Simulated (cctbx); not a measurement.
**La2Fe9Pt3: precision against data quality**

Space group Cmcm (no. 63), a = 12.0730 Å, b = 7.0580 Å, c = 9.1740 Å, α = 90.00°, β = 90.00°, γ = 90.00°.

| atom | mult. | x | y | z | Ueq (Å²) |
| --- | --- | --- | --- | --- | --- |
| Pt1 | 8 | 0.6679 | 0 | 0 | 0.0026 |
| Pt2 | 4 | 0 | 0 | 0 | 0.0031 |
| La1 | 8 | 0.6608 | 0.6634 | 1/4 | 0.0021 |
| Fe1 | 16 | 0.3383 | 0.3286 | 0.0747 | 0.0055 |
| Fe2 | 8 | 1/2 | 0.1695 | 0.9377 | 0.0038 |
| Fe3 | 4 | 1/2 | 0.3764 | 1/4 | 0.0039 |
| Fe4 | 8 | 0.3945 | 0.0600 | 1/4 | 0.0035 |

The model was made for the exercise: a known structure type with other elements put in, its volume estimated, not relaxed; displacement parameters are assumed.

Five simulated data sets (cctbx; Ag Kα, λ = 0.56087 Å; 1.5 % proportional error) differ in resolution or exposure (noise floor 15 counts in the first three, 8 in the last two). Each is refined with the right model, isotropic at 1.1 Å and anisotropic otherwise. How do the figures of merit and the uncertainties move?

```
d min (Å)  top counts  ⟨I/σ⟩ (unmerged, absences included)  unique  param. (scale apart)   Rint      R1  GooF  largest s.u. xyz (fractional)  s.u. U of Fe1 (Å²)  largest error (Å)
      1.1       70000                                 11.0     178                    18  0.015  0.0078  1.03                        0.00023              0.0002             0.0021
     0.84       70000                                  9.7     386                    40  0.017  0.0079  0.91                        0.00013              0.0002             0.0015
      0.6       70000                                  8.3    1035                    40  0.019  0.0096  0.94                        0.00008              0.0001             0.0007
     0.75         300                                  0.5     541                    40  0.430  0.0784  0.97                        0.00495              0.0070             0.0407
     0.75        3000                                  2.3     541                    40  0.081  0.0300  0.97                        0.00068              0.0009             0.0069
```

The number of reflections grows roughly as 1/d³: 178, 386 and 1035 here. R1 follows the noise rather than the truth: at 300 counts it is 0.0784, at 3000 counts 0.0300, while GooF is 0.97 and 0.97: the weights 1/σ² carry the noise. The s.u. of U (U11 where anisotropic) for Fe1 goes 0.0002, 0.0002, 0.0001 Å² with resolution and 0.0070, 0.0009 Å² with exposure.

Hardware for the 0.6 Å refinement: 0.44 s on 1 thread of Arm Neoverse V2, on a shared host, peak memory 0.09 GiB.

[Logs are printed without paths, hosts, clocks, repeated set-up lines and the standing remarks that a program may print on its own settings, such as how far it seeks lower states.]
